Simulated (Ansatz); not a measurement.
# Cl on Fe(110): change of the work function

How does Cl on the longbridge site change the work function of Fe(110) as the layer fills?

Calculated with Ansatz 0.2.0; plane-wave DFT, PBEsol, Ansatz PAW, in the first sound run; inputs show where later runs differ.

Report form: the programs' logs are mostly left out.

## (1) The starting structure

The cell holds 4 atoms: 4 Fe. Its edges and angles: a = 2.485 Å, b = 2.485 Å, c = 24.088 Å, α = 90.0°, β = 90.0°, γ = 70.5°. Vacuum lies along c.

## (2) The clean slab

The bare slab comes first, as the zero from which every change is counted. The two lowest layers are held at bulk places and the upper ones relax. The dipole correction removes the false field that a one-sided slab makes across the periodic vacuum, so each face gets a flat vacuum level of its own.

input.yaml

```yaml
crystal:
  lattice:
    - [2.029396462, -1.435, 0.0]
    - [2.029396462, 1.435, 0.0]
    - [0.0, 0.0, 24.088189386]
  atoms:
    - { symbol: Fe, position: [0.0, 0.0, 0.3736270857], spin: 2.5 }
    - { symbol: Fe, position: [0.5, 0.5, 0.4578756952], spin: 2.5 }
    - { symbol: Fe, position: [0.0, 0.0, 0.5421243048], spin: 2.5 }
    - { symbol: Fe, position: [0.5, 0.5, 0.6263729143], spin: 2.5 }
magnetization:
  spin_polarized: true
kpoints:
  mp_grid: { grid: [13, 13, 1] }
hamiltonian:
  xc: pbesol
scf:
  occupations: { method: fermi_dirac, width: 0.1 }
  convergence: { dr2_threshold: 1.0e-08 }
efield:
  axis: 3
  dipole_correction: true
  ramp_position: 0.97
  ramp_width: 0.06
relax:
  f_tol: 0.02
  max_steps: 60
  constraints: [{ sites: [0, 1] }]
output:
  write_potential: true
  write_density: true
  volumetric_format: npy
```

Run with:

```bash
ansatz run input.yaml --threads 4 --pin off --max-ram 12288MiB --backend cpu --events-out ev --progress --plain --runs-dir out
```

Run time: 93 s. Hardware: 4 threads of Arm Neoverse V1, shared host; peak memory 0.74 GiB.

Relaxation path:

```tsv
step	energy less that of the first step (eV)	largest force component (eV/Å)
1	0.0000	0.5911
2	-0.0430	0.3563
3	-0.0631	0.0395
4	-0.0633	0.0015
```

The run keeps the 4 symmetry operations that it works with, so distortions that break them were not tested.

The atoms that moved most (Å):

```tsv
atom	dx	dy	dz	length
Fe4	0.000	0.000	-0.227	0.227
Fe3	0.000	0.000	-0.093	0.093
```

The relaxed structure:

```xyz
4
Lattice="2.0294 -1.4350 0.0000 2.0294 1.4350 0.0000 0.0000 0.0000 24.0882" Properties=species:S:1:pos:R:3
Fe    0.0000    0.0000    9.0000
Fe    2.0294    0.0000   11.0294
Fe    0.0000    0.0000   12.9661
Fe    2.0294    0.0000   14.8616
```

This step gave:

- energy at zero smearing: -17793.1718 eV
- total moment: 9.783 μB
- site moments: 2.647, 2.312, 2.216, 2.526 μB
- work function, upper face: 4.813 eV
- work function, lower face: 4.856 eV
- dipole along the normal: 0.001389 e·Å
- step between the vacuum levels: -0.04314 eV

Running mean over 2.029 Å of the planar mean; the ramp of the sawtooth is left out. The electron's electrostatic potential energy less the Fermi level by z:

```tsv
z (Å)	electron's electrostatic potential energy less the Fermi level (eV)
3.0	4.86
3.5	4.86
4.0	4.85
4.5	4.85
5.0	4.85
5.5	4.84
6.0	4.79
6.5	4.61
7.0	4.03
7.5	1.78
8.0	-3.10
8.5	-7.74
9.0	-9.35
9.5	-9.45
10.0	-9.41
10.5	-9.42
11.0	-9.50
11.5	-10.00
12.0	-10.3
12.5	-10.0
13.0	-9.73
13.5	-10.4
14.0	-10.8
14.5	-10.2
15.0	-9.27
15.5	-6.71
16.0	-1.61
16.5	2.71
17.0	4.23
17.5	4.64
18.0	4.77
18.5	4.80
19.0	4.81
19.5	4.81
20.0	4.81
20.5	4.81
21.0	4.81
```

Site moment by atom:

```tsv
atom	site moment (μB)
Fe1	2.65
Fe2	2.31
Fe3	2.22
Fe4	2.53
```

The relaxation took 4 steps and lowered the energy by 0.063 eV; the largest force on the free atoms ends at 0.0015 eV/Å.

The work function of the upper face is 4.81 eV.

## (3) The covered slab, k-mesh 7×7×1, coverage 0.25 ML

System of this step: Cl/Fe(110). The cell holds 17 atoms: 16 Fe and 1 Cl. Its edges and angles: a = 4.971 Å, b = 4.971 Å, c = 25.856 Å, α = 90.0°, β = 90.0°, γ = 70.5°. Vacuum lies along c.

The clean slab as it ended is repeated in the plane and the adsorbate is set on one face; the cell's size fixes the coverage, and the k-mesh shrinks with it to keep the sampling density about even. Adsorbate and upper layers relax, since the dipole depends on the height.

input.yaml

```yaml
crystal:
  lattice:
    - [4.058792924, -2.87, 0.0]
    - [4.058792924, 2.87, 0.0]
    - [0.0, 0.0, 25.8560464217]
  atoms:
    - { symbol: Fe, position: [0.0, 0.0, 0.3480810582], spin: 2.65 }
    - { symbol: Fe, position: [0.25, 0.25, 0.4265693324], spin: 2.31 }
    - { symbol: Fe, position: [0.0, 0.0, 0.5014732803], spin: 2.22 }
    - { symbol: Fe, position: [0.25, 0.25, 0.5747842506], spin: 2.53 }
    - { symbol: Fe, position: [0.0, 0.5, 0.3480810582], spin: 2.65 }
    - { symbol: Fe, position: [0.25, 0.75, 0.4265693324], spin: 2.31 }
    - { symbol: Fe, position: [0.0, 0.5, 0.5014732803], spin: 2.22 }
    - { symbol: Fe, position: [0.25, 0.75, 0.5747842506], spin: 2.53 }
    - { symbol: Fe, position: [0.5, 0.0, 0.3480810582], spin: 2.65 }
    - { symbol: Fe, position: [0.75, 0.25, 0.4265693324], spin: 2.31 }
    - { symbol: Fe, position: [0.5, 0.0, 0.5014732803], spin: 2.22 }
    - { symbol: Fe, position: [0.75, 0.25, 0.5747842506], spin: 2.53 }
    - { symbol: Fe, position: [0.5, 0.5, 0.3480810582], spin: 2.65 }
    - { symbol: Fe, position: [0.75, 0.75, 0.4265693324], spin: 2.31 }
    - { symbol: Fe, position: [0.5, 0.5, 0.5014732803], spin: 2.22 }
    - { symbol: Fe, position: [0.75, 0.75, 0.5747842506], spin: 2.53 }
    - { symbol: Cl, position: [0.0, 0.0, 0.6519189418] }
magnetization:
  spin_polarized: true
kpoints:
  mp_grid: { grid: [7, 7, 1] }
hamiltonian:
  xc: pbesol
scf:
  occupations: { method: fermi_dirac, width: 0.1 }
  convergence: { dr2_threshold: 1.0e-08 }
efield:
  axis: 3
  dipole_correction: true
  ramp_position: 0.97
  ramp_width: 0.06
relax:
  f_tol: 0.02
  max_steps: 60
  constraints: [{ sites: [0, 1, 4, 5, 8, 9, 12, 13] }]
output:
  bader: true
  dos: { projected: true, e_range: [-8, 4] }
  write_potential: true
  write_density: true
  volumetric_format: npy
  elf: true
```

It took 16 min on 4 threads; peak memory 4.4 GiB.

The steps of the relaxation:

```tsv
step	energy less that of the first step (eV)	largest force component (eV/Å)
1	0.0000	1.4649
2	-0.1948	0.8354
3	-0.2758	0.1452
4	-0.2774	0.0100
```

Forces are held to the 4 operations that the run works with; a distortion that breaks them can't arise in this run.

The atoms that moved most (Å):

```tsv
atom	dx	dy	dz	length
Cl17	0.000	0.000	-0.297	0.297
Fe8	0.000	-0.090	0.014	0.091
Fe12	0.000	0.090	0.014	0.091
Fe16	0.015	0.000	0.029	0.033
Fe4	-0.015	0.000	0.029	0.033
Fe3	0.000	0.000	0.006	0.006
Fe7	0.000	0.000	0.006	0.006
Fe11	0.000	0.000	0.006	0.006
```

Final coordinates:

```cif
data_structure
_symmetry_space_group_name_H-M 'P 1'
_symmetry_Int_Tables_number 1
_cell_length_a 4.9710
_cell_length_b 4.9710
_cell_length_c 25.8560
_cell_angle_alpha 90.000
_cell_angle_beta 90.000
_cell_angle_gamma 70.529
_cell_volume 602.38
loop_
_atom_site_label
_atom_site_type_symbol
_atom_site_fract_x
_atom_site_fract_y
_atom_site_fract_z
_atom_site_occupancy
Fe1 Fe 0.00000 0.00000 0.34808 1
Fe2 Fe 0.25000 0.25000 0.42657 1
Fe3 Fe 0.00000 0.00000 0.50172 1
Fe4 Fe 0.24813 0.24813 0.57592 1
Fe5 Fe 0.00000 0.50000 0.34808 1
Fe6 Fe 0.25000 0.75000 0.42657 1
Fe7 Fe 0.00000 0.50000 0.50172 1
Fe8 Fe 0.26565 0.73435 0.57533 1
Fe9 Fe 0.50000 0.00000 0.34808 1
Fe10 Fe 0.75000 0.25000 0.42657 1
Fe11 Fe 0.50000 0.00000 0.50172 1
Fe12 Fe 0.73435 0.26565 0.57533 1
Fe13 Fe 0.50000 0.50000 0.34808 1
Fe14 Fe 0.75000 0.75000 0.42657 1
Fe15 Fe 0.50000 0.50000 0.50129 1
Fe16 Fe 0.75187 0.75187 0.57592 1
Cl17 Cl 0.00000 0.00000 0.64045 1
```

This step gave:

* energy at zero smearing: -72236.3582 eV
* total moment: 39.15 μB
* work function, upper face: 4.577 eV
* work function, lower face: 4.842 eV
* dipole along the normal: 0.03404 e·Å
* step between the vacuum levels: -0.2644 eV

Running mean over 2.029 Å of the planar mean; the ramp of the sawtooth is left out. Table of electron's electrostatic potential energy less the Fermi level by z:

```tsv
z (Å)	electron's electrostatic potential energy less the Fermi level (eV)
3.5	4.84
4.0	4.84
4.5	4.84
5.0	4.84
5.5	4.82
6.0	4.77
6.5	4.60
7.0	4.01
7.5	1.79
8.0	-3.10
8.5	-7.74
9.0	-9.34
9.5	-9.44
10.0	-9.41
10.5	-9.41
11.0	-9.50
11.5	-9.97
12.0	-10.3
12.5	-9.99
13.0	-9.68
13.5	-10.3
14.0	-10.6
14.5	-10.2
15.0	-9.80
15.5	-8.46
16.0	-4.54
16.5	-0.560
17.0	1.27
17.5	2.66
18.0	3.91
18.5	4.45
19.0	4.55
19.5	4.57
20.0	4.58
20.5	4.58
21.0	4.58
21.5	4.58
22.0	4.58
22.5	4.58
```

The density of states has structure finer than the step of the table below, so its rows give means over 0.5 eV, whole bins alone (the curve runs from -8 to 1.98 eV). Peaks (eV: height): total -1.59: 49.7, -1.50: 44.8, -1.20: 63.9, -0.99: 52.7, -0.87: 49.2, 1.74: 44.1, 1.89: 48.5; up -3.10: 32.0, -2.71: 24.2, -1.50: 28.6, -1.11: 38.0, -0.99: 40.1, -0.93: 31.8, -0.78: 26.3; down -1.59: 29.1, -1.20: 29.9, 1.29: 24.9, 1.56: 33.3, 1.62: 36.3, 1.74: 41.1, 1.89: 46.5.

The density of states by energy, zero at the Fermi level; means over each step; values in states/eV a cell:

```tsv
energy (eV)	total	up	down
-7.5	1.03	0.540	0.491
-7.0	1.75	1.19	0.559
-6.5	3.54	2.08	1.46
-6.0	6.46	4.11	2.35
-5.5	5.86	2.00	3.87
-5.0	5.43	4.00	1.43
-4.5	11.1	9.42	1.70
-4.0	15.2	12.7	2.50
-3.5	17.8	13.5	4.34
-3.0	26.2	20.3	5.92
-2.5	27.8	18.8	9.01
-2.0	18.4	10.7	7.62
-1.5	37.4	22.4	15.0
-1.0	48.7	30.5	18.2
-0.5	27.0	12.3	14.7
0.0	16.7	8.41	8.24
0.5	11.9	3.23	8.66
1.0	18.9	2.74	16.1
1.5	27.8	2.82	25.0
```

Projected DOS per atom over height of the atomic layer and energy from the Fermi level. Layers: Fe4 Fe4 Fe4 Fe4 Cl from below.

Ten even steps from '0' (0.02 states/eV) to '9' (3.63 states/eV), each cell a mean:
```
55540
33340
22230
21110
32220
54440
79860
76670
42230
43340
44440
44430
22220
22221
12210
00001
00007
00019
00004
00001
00000
00000
```
Columns: height of the atomic layer (Å) from 9 to 16.6 (not evenly spaced); rows upwards: energy from the Fermi level (eV) from -7.96 to 1.95.

Projected DOS per atom, spin up over height of the atomic layer and energy from the Fermi level. Layers: Fe4 Fe4 Fe4 Fe4 Cl from below.

Values in states/eV, 22 rows by 5 columns, each cell a mean:
```
0.11 0.14 0.13 0.11 0.06
0.13 0.12 0.13 0.13 0.06
0.12 0.14 0.14 0.13 0.07
0.16 0.20 0.22 0.16 0.09
0.36 0.69 0.78 0.46 0.09
0.61 0.92 0.92 0.63 0.15
1.53 2.23 2.18 1.46 0.27
1.95 1.31 1.19 1.88 0.17
1.17 0.44 0.40 0.93 0.09
1.40 0.65 0.60 1.13 0.10
1.37 1.01 0.94 1.15 0.13
1.33 1.38 1.33 1.20 0.12
0.59 0.61 0.66 0.71 0.19
0.66 0.81 0.83 0.68 0.24
0.32 0.68 0.75 0.39 0.16
0.16 0.23 0.26 0.14 0.19
0.08 0.09 0.12 0.07 0.43
0.07 0.09 0.11 0.28 2.35
0.04 0.08 0.06 0.14 0.95
0.04 0.07 0.06 0.09 0.42
0.01 0.04 0.05 0.03 0.07
0.01 0.04 0.05 0.02 0.03
```
Columns: height of the atomic layer (Å) from 9 to 16.6 (not evenly spaced); rows upwards: energy from the Fermi level (eV) from -7.96 to 1.95.

Projected DOS per atom, spin down over height of the atomic layer and energy from the Fermi level. Layers: Fe4 Fe4 Fe4 Fe4 Cl from below.

Ten even steps from '0' (0.01 states/eV) to '9' (2.42 states/eV), each cell a mean:
```
77760
55550
32240
21120
31120
52240
44340
34430
12210
12210
12210
01100
01100
00000
00000
00001
00009
00005
00002
00000
00000
00000
```
Columns: height of the atomic layer (Å) from 9 to 16.6 (not evenly spaced); rows upwards: energy from the Fermi level (eV) from -7.96 to 1.95.

Site moment by atom:

```tsv
atom	site moment (μB)
Fe1	2.66
Fe2	2.33
Fe3	2.35
Fe4	2.63
Fe5	2.64
Fe6	2.34
Fe7	2.27
Fe8	2.35
Fe9	2.64
Fe10	2.34
Fe11	2.27
Fe12	2.35
Fe13	2.64
Fe14	2.33
Fe15	2.05
Fe16	2.63
Cl17	0.08
```

Spin density in the ca plane at fractional y = 0.000, with atoms of Fe and Cl within 0.2 Å of it.

Ten even steps from '0' (0.0 e/Å³) to '9' (5.3 e/Å³), each cell a mean:
```
00146200000001451000000000000000000000000000
00000000000000000000000000000000000000000000
00000000000000000000000000000000000000000000
00000000000000000000000000000000000000000000
00001000000000000000000000000000000000000000
00146200000001451000000000000000000000000000
00169300000001672000000000000000000000000000
00022100000000220000000000000000000000000000
00000000000000000000000000000000000000000000
00000000000000000000000000000000000000000000
00000000000000000000000000000000000000000000
00022100000000220000000000000000000000000000
00179300000001782000000000000000000000000000
```
Columns run along c (16.0 Å, from fractional 0.30 to 0.92 of the cell), rows up along a (5.0 Å). Atoms in or near the plane, at fractional coordinates: Fe at (0.35, 0.00), Fe at (0.50, 0.00), Fe at (0.35, 0.50), Fe at (0.50, 0.50), Cl at (0.64, 0.00).

ELF in the ca plane at fractional y = 0.000, with atoms of Fe and Cl within 0.2 Å of it. It is the smooth field of the valence electrons, not physical close to the nuclei.

Ten even steps from '0' (0.00) to '9' (0.88), each cell a mean:
```
11478523333324774233247867997410000000000000
11234223323322332233226999986310000000000000
23222233323343222343223688864100000000000000
23222233323342222333222234321000000000000000
11234223323322342233232110000000000000000000
11478523333324774233333210000000000000000000
11489623333325885234333210000000000000000000
11356423333323553233333210000000000000000000
22222223323332222333222222110000000000000000
33322333323343223443222466642100000000000000
22222223323332222333225899975200000000000000
11356423333323563233237989997410000000000000
11489623333325895233248736998410000000000000
```
Columns run along c (16.0 Å, from fractional 0.30 to 0.92 of the cell), rows up along a (5.0 Å). Atoms in or near the plane, at fractional coordinates: Fe at (0.35, 0.00), Fe at (0.50, 0.00), Fe at (0.35, 0.50), Fe at (0.50, 0.50), Cl at (0.64, 0.00).

Valence density in the ca plane at fractional y = 0.000, with atoms of Fe and Cl within 0.2 Å of it. It is the smooth field of the valence electrons, not physical close to the nuclei.

Ten steps, logarithmic in the rise over the least value, from '0' (0 e/Å³) to '9' (27 e/Å³), each cell a mean:
```
01589621111125886211113433320000000000000000
01245311111113553111112333210000000000000000
00112111111111221111111121100000000000000000
00112111111111221111111000000000000000000000
01255311111113553111110000000000000000000000
01589621111125886211110000000000000000000000
01599731111126997211110000000000000000000000
01467521111114775211110000000000000000000000
00133211111112332111110000000000000000000000
00111111111111111111111111000000000000000000
00133211111112332111111232210000000000000000
01467521111114775211112344310000000000000000
01699731111126997211113423420000000000000000
```
Columns run along c (16.0 Å, from fractional 0.30 to 0.92 of the cell), rows up along a (5.0 Å). Atoms in or near the plane, at fractional coordinates: Fe at (0.35, 0.00), Fe at (0.50, 0.00), Fe at (0.35, 0.50), Fe at (0.50, 0.50), Cl at (0.64, 0.00).

The relaxation took 4 steps and lowered the energy by 0.28 eV; the largest force on the free atoms ends at 0.0100 eV/Å.

By hand: a sheet of dipoles makes a step −p/(ε₀A) in the electron's potential. With e/ε₀ = 180.95 V·Å, p = 0.03404 e·Å and A = 23.30 Å², that is −180.95 × (0.03404) / 23.30 = -0.264 eV, and the two vacuum levels of the run differ by -0.264 eV.

The covered face has 4.58 eV, -0.24 eV against the clean one; the bare back face has moved by -0.01 eV, a measure of how thin the slab is.

## (4) The covered slab, k-mesh 7×7×1, coverage 0.5 ML

System of this step: Cl/Fe(110). The cell holds 18 atoms: 16 Fe and 2 Cl. Its edges and angles: a = 4.971 Å, b = 4.971 Å, c = 25.856 Å, α = 90.0°, β = 90.0°, γ = 70.5°. Vacuum lies along c.

Another coverage, to see how the dipoles act on each other as their distance changes.

input.yaml: that of step 3 with these lines changed.

```diff
@@ -23,2 +23,3 @@
     - { symbol: Cl, position: [0.0, 0.0, 0.6519189418] }
+    - { symbol: Cl, position: [0.5, 0.5, 0.6519189418] }
 magnetization:
@@ -47,2 +48 @@
   volumetric_format: npy
-  elf: true
```

Wall time 19 min (4 threads); peak memory 4.5 GiB.

The steps of the relaxation:

```tsv
step	energy less that of the first step (eV)	largest force component (eV/Å)
1	0.0000	1.5449
2	-0.3517	0.7410
3	-0.4375	0.0963
4	-0.4392	0.0278
5	-0.4394	0.0038
```

Forces are held to the 8 operations that the run works with; a distortion that breaks them can't arise in this run.

The atoms that moved most (Å):

```tsv
atom	dx	dy	dz	length
Cl18	0.000	0.000	-0.240	0.240
Cl17	0.000	0.000	-0.240	0.240
Fe4	0.000	0.000	0.076	0.076
Fe16	0.000	0.000	0.076	0.076
Fe15	0.000	0.000	-0.014	0.014
Fe3	0.000	0.000	-0.014	0.014
Fe8	0.000	0.000	-0.014	0.014
Fe12	0.000	0.000	-0.014	0.014
```

Final coordinates:

```
Fe Cl
1.0
     4.05879   -2.87000    0.00000
     4.05879    2.87000    0.00000
     0.00000    0.00000   25.85605
Fe Cl
16 2
Direct
  0.00000 0.00000 0.34808
  0.25000 0.25000 0.42657
  0.00000 0.00000 0.50092
  0.25000 0.25000 0.57774
  0.00000 0.50000 0.34808
  0.25000 0.75000 0.42657
  0.00000 0.50000 0.50197
  0.25000 0.75000 0.57424
  0.50000 0.00000 0.34808
  0.75000 0.25000 0.42657
  0.50000 0.00000 0.50197
  0.75000 0.25000 0.57424
  0.50000 0.50000 0.34808
  0.75000 0.75000 0.42657
  0.50000 0.50000 0.50092
  0.75000 0.75000 0.57774
  0.00000 0.00000 0.64265
  0.50000 0.50000 0.64265
```

Numbers from this step:

```yaml
energy_at_zero_smearing: -73298.8861 eV
total_moment: 39.36 μB
work_function_upper_face: 4.638 eV
work_function_lower_face: 4.820 eV
dipole_along_the_normal: 0.02339 e·Å
step_between_the_vacuum_levels: -0.1817 eV
```

The density of states has structure finer than the step of the table below, so its rows give means over 0.25 eV, whole bins alone (the curve runs from -8 to 1.98 eV). Peaks (eV: height): total -1.410: 42.7, -1.320: 54.0, -1.050: 57.2, -0.900: 46.0, 1.800: 43.6, 1.860: 43.6, 1.920: 39.6; up -3.190: 25.5, -3.100: 26.4, -2.710: 26.0, -2.410: 30.9, -1.680: 26.1, -1.230: 37.4, -1.110: 40.7; down 1.260: 26.5, 1.440: 25.5, 1.590: 36.1, 1.740: 33.3, 1.800: 41.4, 1.860: 41.6, 1.920: 37.9.

Table of density of states by energy, zero at the Fermi level; means over each step; values in states/eV a cell:

```tsv
energy (eV)	total	up	down
-7.75	1.05	0.550	0.496
-7.50	1.32	0.781	0.534
-7.25	3.00	2.29	0.708
-7.00	4.13	2.27	1.86
-6.75	4.67	2.49	2.18
-6.50	4.58	2.34	2.24
-6.25	6.00	3.51	2.49
-6.00	6.75	4.75	2.00
-5.75	7.95	4.48	3.47
-5.50	6.99	2.89	4.09
-5.25	6.61	2.91	3.70
-5.00	7.44	4.84	2.59
-4.75	10.4	7.69	2.69
-4.50	12.1	9.64	2.43
-4.25	13.9	11.2	2.62
-4.00	16.8	14.0	2.79
-3.75	16.8	12.8	4.02
-3.50	17.0	12.5	4.53
-3.25	27.7	22.0	5.69
-3.00	25.5	20.1	5.34
-2.75	30.8	20.9	9.84
-2.50	27.4	18.3	9.07
-2.25	21.1	12.8	8.22
-2.00	17.0	9.33	7.64
-1.75	26.0	16.6	9.37
-1.50	36.3	21.7	14.6
-1.25	50.6	31.2	19.4
-1.00	47.1	31.1	16.0
-0.75	34.2	18.5	15.8
-0.50	28.2	12.5	15.6
-0.25	24.9	13.1	11.8
0.00	15.3	7.78	7.55
0.25	10.1	3.65	6.45
0.50	12.4	3.57	8.84
0.75	14.3	2.19	12.2
1.00	19.4	2.26	17.1
1.25	23.7	2.88	20.8
1.50	27.7	3.22	24.5
1.75	33.4	2.93	30.5
```

Projected DOS per atom over height of the atomic layer and energy from the Fermi level. Layers: Fe4 Fe4 Fe4 Fe4 Cl2 from below.

Values in states/eV, 22 rows by 5 columns, each cell a mean:
```
1.95 2.01 2.02 1.74 0.21
1.43 1.39 1.31 1.69 0.17
1.04 0.78 0.82 1.25 0.18
0.79 0.53 0.54 0.68 0.18
1.23 0.97 1.05 0.89 0.20
1.87 1.57 1.47 1.39 0.27
2.71 3.35 3.05 2.18 0.41
2.64 2.38 2.30 2.82 0.33
1.53 0.94 1.11 1.41 0.18
1.79 1.16 1.23 1.40 0.24
1.72 1.60 1.66 1.47 0.44
1.48 1.73 1.61 1.34 0.37
0.75 0.87 0.98 0.99 0.56
0.78 0.95 0.96 0.78 0.56
0.39 0.79 0.82 0.46 0.69
0.23 0.30 0.38 0.32 1.15
0.16 0.19 0.24 0.34 1.75
0.11 0.16 0.16 0.40 1.88
0.06 0.14 0.10 0.29 1.29
0.06 0.13 0.12 0.24 1.11
0.03 0.08 0.10 0.13 0.54
0.01 0.06 0.09 0.05 0.07
```
Columns: height of the atomic layer (Å) from 9 to 16.6 (not evenly spaced); rows upwards: energy from the Fermi level (eV) from -7.96 to 1.95.

Projected DOS per atom, spin up over height of the atomic layer and energy from the Fermi level. Layers: Fe4 Fe4 Fe4 Fe4 Cl2 from below.

Ten even steps from '0' (0.01 states/eV) to '9' (2.31 states/eV), each cell a mean:
```
00000
00000
00000
00100
12310
24320
69951
85581
51140
62230
64440
56540
22231
23321
12210
00101
00002
00015
00002
00002
00001
00000
```
Columns: height of the atomic layer (Å) from 9 to 16.6 (not evenly spaced); rows upwards: energy from the Fermi level (eV) from -7.96 to 1.95.

Projected DOS per atom, spin down over height of the atomic layer and energy from the Fermi level. Layers: Fe4 Fe4 Fe4 Fe4 Cl2 from below.

Values in states/eV, 22 rows by 5 columns, each cell a mean:
```
1.84 1.88 1.90 1.65 0.17
1.30 1.25 1.18 1.57 0.12
0.93 0.66 0.70 1.15 0.14
0.63 0.32 0.29 0.53 0.09
0.88 0.32 0.29 0.49 0.07
1.25 0.63 0.57 0.77 0.06
1.15 1.05 0.86 0.91 0.05
0.77 1.15 1.14 0.87 0.07
0.32 0.51 0.65 0.48 0.05
0.38 0.53 0.63 0.49 0.13
0.33 0.56 0.65 0.44 0.30
0.18 0.34 0.34 0.21 0.24
0.17 0.27 0.29 0.17 0.20
0.13 0.15 0.16 0.10 0.23
0.07 0.11 0.12 0.08 0.49
0.08 0.08 0.11 0.11 0.78
0.07 0.09 0.10 0.14 1.14
0.02 0.06 0.04 0.11 0.72
0.03 0.07 0.05 0.12 0.60
0.02 0.06 0.06 0.10 0.55
0.01 0.03 0.05 0.03 0.10
0.01 0.03 0.04 0.02 0.02
```
Columns: height of the atomic layer (Å) from 9 to 16.6 (not evenly spaced); rows upwards: energy from the Fermi level (eV) from -7.96 to 1.95.

Site moment by atom:

```tsv
atom	site moment (μB)
Fe1	2.65
Fe2	2.35
Fe3	2.11
Fe4	2.75
Fe5	2.64
Fe6	2.32
Fe7	2.33
Fe8	2.33
Fe9	2.64
Fe10	2.32
Fe11	2.33
Fe12	2.33
Fe13	2.65
Fe14	2.35
Fe15	2.11
Fe16	2.75
Cl17	0.11
Cl18	0.11
```

The relaxation took 5 steps and lowered the energy by 0.44 eV; the largest force on the free atoms ends at 0.0038 eV/Å.

The covered face has 4.64 eV, -0.17 eV against the clean one; the bare back face has moved by -0.04 eV, a measure of how thin the slab is.

(Continued in part 2 of 2.)

[Logs are printed without paths, hosts, clocks, repeated set-up lines and the standing remarks that a program may print on its own settings, such as how far it seeks lower states.]

[Hosts, paths, dates, database ids (printed as entryN), source tags and the programs' standing remarks are cut or masked in the printed files.]

[Maps of the electrostatic potential energy from Ansatz leave out the sawtooth potential of an applied field or a dipole correction, so their vacuum need not be flat; planar profiles and work functions include it.]
